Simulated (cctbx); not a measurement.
# Accept or mend?

Cell a = 8.8400 Å, b = 8.8400 Å, c = 3.8200 Å, α = 90.00°, β = 90.00°, γ = 120.00°; space group P6/mmm (no. 191).

Simulated single-crystal data (cctbx): Ag Kα, λ = 0.56087 Å, to d = 0.65 Å, 50 % of the full sphere, strongest reflection 40000 counts, noise from counting, a 2 % proportional error and a noise floor of 4 counts (s.d.); no absorption.

An anisotropic refinement with weights 1/σ² prints:

```text
Rint 0.025, 230 unique reflections to 0.65 A
cycle     R1     wR2    GooF  max shift (A)
   1  0.4444  0.7640  44.692   0.04598
   3  0.3698  0.6623  38.744   0.00008
final R1 0.3698 wR2 0.6623 GooF 38.744  parameters 11  data/parameter 20.9
atom        x        y        z      Ueq    occ   su(xyz)  su(Uiso or U11)
Tb1    0.66667  0.33333  0.50000  -0.0008  1.000  0.00000  0.0028  NPD
Tb2    0.00000  0.00000  0.00000   0.0023  1.000  0.00000  0.0037
Ni1    0.50000  0.50000  0.00000   0.0107  1.000  0.00000  0.0051  NPD
Ti1    0.31493  0.31493  0.50000   0.0100  1.000  0.00277  0.0070
difference map: max 149.32 min -88.19 rms 10.36
Q1    0.3333  0.6667  0.5000    2  149.32  0.00 A from Tb1
Q2    0.1800  0.3599  0.0000    6  142.93  2.39 A from Ti1
Q3    0.0000  0.0000  0.0000    1  128.19  0.00 A from Tb2
Q4    0.0000  0.5000  0.0000    3   62.86  0.00 A from Ni1
Q5    0.0000  0.5000  0.5000    3   50.40  1.64 A from Ti1
Q6    0.1480  0.2959  0.5000    6   47.00  1.40 A from Ti1
```

Q: Accept it or mend it, and why?

Mend it. The fault: an atom left out, Ni at (0.8181, 0.1819, 0). Against the right model at the same level, R1 goes from 0.0074 to 0.3698 and GooF from 0.97 to 38.74, U of Tb1 shrinks from 0.0127 to -0.0008 Å², the top difference peak, 149.3 e/Å³, lies on Tb1 and Tb1 and Ni1 go non-positive-definite. Q2 is the missing atom. With scattering power missing, scale and phases suffer, so peaks may also grow on the heavy atoms.

The compound is TbTi2Ni3. The right model at the same level gives:

```text
Rint 0.025, 230 unique reflections to 0.65 A
cycle     R1     wR2    GooF  max shift (A)
   1  0.0298  0.0837   4.940   0.00047
   2  0.0074  0.0165   0.974   0.00000
final R1 0.0074 wR2 0.0165 GooF 0.974  parameters 15  data/parameter 15.3
atom        x        y        z      Ueq    occ   su(xyz)  su(Uiso or U11)
Tb1    0.66667  0.33333  0.50000   0.0127  1.000  0.00000  0.0001
Tb2    0.00000  0.00000  0.00000   0.0056  1.000  0.00000  0.0001
Ni1    0.50000  0.50000  0.00000   0.0152  1.000  0.00000  0.0001
Ni2    0.81813  0.18187  0.00000   0.0121  1.000  0.00002  0.0001
Ti1    0.32016  0.32016  0.50000   0.0208  1.000  0.00006  0.0002
difference map: max 0.60 min -0.49 rms 0.12
Q1    0.0000  0.0000  0.1658    2    0.60  0.63 A from Tb2
Q2    0.0000  0.0000  0.5000    1    0.52  1.91 A from Tb2
Q3    0.0000  0.1718  0.0000    6    0.51  1.52 A from Tb2
Q4    0.0000  0.2231  0.5000    6    0.45  0.86 A from Ti1
Q5    0.0597  0.3994  0.0000   12    0.42  1.24 A from Ni1
Q6    0.0000  0.2969  0.1149   12    0.40  1.48 A from Ni2
```

This is a model crystal, built by substitution and not relaxed, with assumed displacement parameters.

[Middle refinement cycles are left out of these outputs.]

[Logs are printed without paths, hosts, clocks, repeated set-up lines and the standing remarks that a program may print on its own settings, such as how far it seeks lower states.]
